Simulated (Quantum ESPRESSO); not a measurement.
**CoSi: parallel and opposed starts**

Does CoSi prefer parallel or opposed moments?

Main program and level: Quantum ESPRESSO 7.5; PBEsol; plane waves with GBRV 1.5 PBEsol potentials, no spin-orbit coupling.

Most raw output is cut from this account.

The database entry behind the starting cell differs from later determinations by our own check (0.1 to 0.3 % short, probably kX units), so it need not match the best structure at ambient conditions.

### 1. Starting point

Symmetry: P2_13, No. 198, cubic system. The conventional cell has a = 4.438 Å, b = 4.438 Å, c = 4.438 Å, α = 90.00°, β = 90.00°, γ = 90.00°. Co has 7 Si at 2.28 to 2.47 Å nearest. Nearest to Si lie 7 Co at 2.28 to 2.47 Å. Farther neighbours are not listed.

The cell comes from the Crystallography Open Database.

### 2. Run 1 (ferro ++++)

The signs are those of the starting moments on the seeded atoms, the atoms that are given a moment.

Contents of pw.in:

```
&CONTROL
  calculation = 'scf'
  prefix = 'pwscf'
  outdir = './tmp'
  pseudo_dir = './pseudo'
  disk_io = 'nowf'
/
&SYSTEM
  ibrav = 0
  celldm(1) = 8
  nat = 8
  ntyp = 2
  ecutwfc = 40
  ecutrho = 280
  nbnd = 59
  occupations = 'smearing'
  smearing = 'fd'
  degauss = 0.00734986
  nspin = 2
  starting_magnetization(1) = 0.1176
  starting_magnetization(2) = 0
/
&ELECTRONS
  conv_thr = 1.6d-08
  electron_maxstep = 150
  mixing_beta = 0.3
/
ATOMIC_SPECIES
Co     58.9332 co_pbesol_v1.2.uspp.F.UPF
Si     28.0850 si_pbesol_v1.uspp.F.UPF
CELL_PARAMETERS alat
   1.0483255676361    0.0000000000000    0.0000000000000
   0.0000000000000    1.0483255676361    0.0000000000000
   0.0000000000000    0.0000000000000    1.0483255676361
ATOMIC_POSITIONS crystal
Co      0.1400000000    0.1400000000    0.1400000000
Co      0.3600000000    0.8600000000    0.6400000000
Co      0.6400000000    0.3600000000    0.8600000000
Co      0.8600000000    0.6400000000    0.3600000000
Si      0.8430000000    0.8430000000    0.8430000000
Si      0.6570000000    0.1570000000    0.3430000000
Si      0.3430000000    0.6570000000    0.1570000000
Si      0.1570000000    0.3430000000    0.6570000000
K_POINTS automatic
6 6 6 0 0 0
```

Launch:

```bash
$ OMP_NUM_THREADS=1 mpirun -n 4 pw.x -nk 4 -in pw.in > pw.out
```

Wall time 1.7 min (4 MPI ranks of Arm Neoverse N1, shared host); peak memory 0.56 GiB; 6.8 min of CPU time.

Spin moment in the atom's sphere by atom:

| atom | spin moment in the atom's sphere (μB) |
| --- | --- |
| Co1 | 0.0001 |
| Co2 | 0.0001 |
| Co3 | 0.0001 |
| Co4 | 0.0001 |
| Si5 | 0.0000 |
| Si6 | 0.0000 |
| Si7 | 0.0000 |
| Si8 | 0.0000 |

Numbers from this step:

* smearing term TS: 0.07905 eV
* magnetization: 0 μB
* absolute magnetization: 0 μB
* final state: non-magnetic

Valence density in the ac plane at fractional y = 0.140, with atoms of Co and Si within 0.2 Å of it. It is the smooth field of the valence electrons, not physical close to the nuclei.

Ten steps, logarithmic in the rise over the least value, from '0' (0 e/Å³) to '9' (37 e/Å³), each cell a mean:
```
11210000011000
01100000111000
00100000111000
00111000000000
00111100000000
00111000000000
00000001110000
00000011000000
01110010020010
23321010020111
47752111000111
69973100111112
58973100000001
35641000000001
```
Columns run along a (4.4 Å), rows up along c (4.4 Å). Atoms in or near the plane, at fractional coordinates: Co at (0.14, 0.14), Si at (0.66, 0.34).

### 3. Run 2 (antiferro ++−−)

Contents of pw.in:

```
&CONTROL
  calculation = 'scf'
  prefix = 'pwscf'
  outdir = './tmp'
  pseudo_dir = './pseudo'
  disk_io = 'nowf'
/
&SYSTEM
  ibrav = 0
  celldm(1) = 8
  nat = 8
  ntyp = 3
  ecutwfc = 40
  ecutrho = 280
  nbnd = 55
  occupations = 'smearing'
  smearing = 'fd'
  degauss = 0.00734986
  nspin = 2
  starting_magnetization(1) = 0.1176
  starting_magnetization(2) = -0.1176
  starting_magnetization(3) = 0
/
&ELECTRONS
  conv_thr = 1.6d-08
  electron_maxstep = 150
  mixing_beta = 0.3
/
ATOMIC_SPECIES
Co1    58.9332 co_pbesol_v1.2.uspp.F.UPF
Co2    58.9332 co_pbesol_v1.2.uspp.F.UPF
Si     28.0850 si_pbesol_v1.uspp.F.UPF
CELL_PARAMETERS alat
   1.0483255676361    0.0000000000000    0.0000000000000
   0.0000000000000    1.0483255676361    0.0000000000000
   0.0000000000000    0.0000000000000    1.0483255676361
ATOMIC_POSITIONS crystal
Co1     0.1400000000    0.1400000000    0.1400000000
Co1     0.3600000000    0.8600000000    0.6400000000
Co2     0.6400000000    0.3600000000    0.8600000000
Co2     0.8600000000    0.6400000000    0.3600000000
Si      0.8430000000    0.8430000000    0.8430000000
Si      0.6570000000    0.1570000000    0.3430000000
Si      0.3430000000    0.6570000000    0.1570000000
Si      0.1570000000    0.3430000000    0.6570000000
K_POINTS automatic
6 6 6 0 0 0
```

The job ended after 5.9 min (4 MPI ranks; peak memory 0.8 GiB; 23 min of CPU time).

Spin moment in the atom's sphere by atom:

| atom | spin moment in the atom's sphere (μB) |
| --- | --- |
| Co1 | 0.0001 |
| Co2 | 0.0001 |
| Co3 | 0.0001 |
| Co4 | 0.0001 |
| Si5 | 0.0000 |
| Si6 | 0.0000 |
| Si7 | 0.0000 |
| Si8 | 0.0000 |

This step gave:

```
smearing term TS       : 0.07905 eV
magnetization          : 0 μB
absolute magnetization : 0 μB
final state            : non-magnetic
```

Valence density in the ac plane at fractional y = 0.140, with atoms of Co and Si within 0.2 Å of it. It is the smooth field of the valence electrons, not physical close to the nuclei.

Ten steps, logarithmic in the rise over the least value, from '_' (0 e/Å³) to '@' (39 e/Å³), each cell a mean:
```
....::..__________....______
__....__________......______
________________......______
____......__________________
____......__________________
____......__________________
______________......________
______________..____________
__......____..____::________
::----::..__..____::____....
==####++::......______......
**@@@@##--..______........::
++%%@@##--..______________..
--++**==..________________..
```
Columns run along a (4.4 Å), rows up along c (4.4 Å). Atoms in or near the plane, at fractional coordinates: Co at (0.14, 0.14), Si at (0.66, 0.34).

### 4. Run 3 (ferri +++−)

pw.in: that of step 3 with these lines changed.

```diff
@@ -14,3 +14,3 @@
   ecutrho = 280
-  nbnd = 55
+  nbnd = 57
   occupations = 'smearing'
@@ -39,3 +39,3 @@
 Co1     0.3600000000    0.8600000000    0.6400000000
-Co2     0.6400000000    0.3600000000    0.8600000000
+Co1     0.6400000000    0.3600000000    0.8600000000
 Co2     0.8600000000    0.6400000000    0.3600000000
```

Wall time 3.4 min (4 MPI ranks); peak memory 0.66 GiB; 13 min of CPU time.

The spin moment in the atom's sphere vanishes on all atoms.

Numbers from this step:

| Property | Result |
| --- | --- |
| smearing term TS | 0.07905 eV |
| magnetization | 0 μB |
| absolute magnetization | 0 μB |
| final state | non-magnetic |

### 5. Ranking

An order is kept where moments of 0.15 μB or more survive with the typed signs; meshes match where a doubled cell samples the same k points as the first cell.

Orders:

| start | final state | typed order kept | energy over the lowest (meV a seeded atom) | largest site moment (μB) | net moment (μB a cell of the first run) | mesh matched | CPU time (s) |
| --- | --- | --- | --- | --- | --- | --- | --- |
| ferro ++++ | non-magnetic | no | 0 | 0 | 0 | yes | 409.4 |
| antiferro ++-- | non-magnetic | no | 0 | 0 | 0 | yes | 1409 |
| ferri +++- | non-magnetic | no | 0 | 0 | 0 | yes | 806.3 |

### 6. Outcome

- lowest state found: non-magnetic (from ferro ++++, antiferro ++-- and ferri +++-)
- largest site moment: 0 μB

**Reading.** The lowest state carries no moment, and no start kept one. This is the lowest of 3 collinear or spinless starts, no proof of the ground state. Energies are free energies at an electronic temperature of 1160 K, which lowers moments and differences where the moments are itinerant.

[Logs and program files are shortened in this print: banners, set-up blocks, solver, clock and traceback lines can be left out without a mark of their own.]

[Logs are printed without paths, hosts, clocks, repeated set-up lines and the standing remarks that a program may print on its own settings, such as how far it seeks lower states.]

[Hosts, paths, dates, database ids (printed as entryN), source tags and the programs' standing remarks are cut or masked in the printed files.]

[Where a cell is said to come from a database of computed structures, the database is the Materials Project.]
